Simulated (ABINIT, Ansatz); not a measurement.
Planning a run of ABINIT 10.8.3 on NaLiICl (P4/mmm). The input:

```
acell 3*1.0 Angstrom
rprim 
  4.091636000000 0.000000000000 0.000000000000
  0.000000000000 4.091636000000 0.000000000000
  0.000000000000 0.000000000000 6.215344000000
ntypat 4
znucl 11 3 53 17
natom 4
typat 1 2 3 4
xred 
  0.500000000000 0.500000000000 0.500000000000
  0.000000000000 0.000000000000 0.000000000000
  0.500000000000 0.500000000000 0.000000000000
  0.000000000000 0.000000000000 0.500000000000
pp_dirpath "pseudos"
pseudos "Na.upf, Li.upf, I.upf, Cl.upf"
ecut 38
ngkpt 4 4 4
nshiftk 1
shiftk 0.11 0.21 0.31
kptopt 3
chksymbreak 0
iscf -2
irdden 1
istwfk *1
nband 29
nbdbuf 4
tolwfr 1e-09
nstep 60
prtvol 0
indata_prefix "in"
outdata_prefix "out"
tmpdata_prefix "tmp"
```

```sh
OMP_NUM_THREADS=1 mpirun -n 4 abinit run.abi > log
```

**Question.** Estimate wall time and host memory on 4 MPI ranks of Arm Neoverse N1, shared host.

It took 2.2 min; on shared hardware allow 66 s to 4.4 min. Peak host memory was 0.52 GiB.

[Paths, hosts, dates, memory and timing lines, banners, echoed tables and standing remarks are left out of the program output.]

[Logs are printed without paths, hosts, clocks, repeated set-up lines and the standing remarks that a program may print on its own settings, such as how far it seeks lower states.]

[Runs of the session that timed out or met a known fault of the program may be left out.]

[Hosts, paths, dates, database ids (printed as entryN), source tags and the programs' standing remarks are cut or masked in the printed files.]

[G0W0 gaps are taken among the corrected bands and points alone; a level outside them can change the order at an edge.]

[Where Ansatz stands beside ABINIT at settings called matched, ABINIT's density can come from a denser mesh and the files from another edition; pairs whose starting gaps differed by over 0.03 eV were left out, so agreement reads better than it is.]
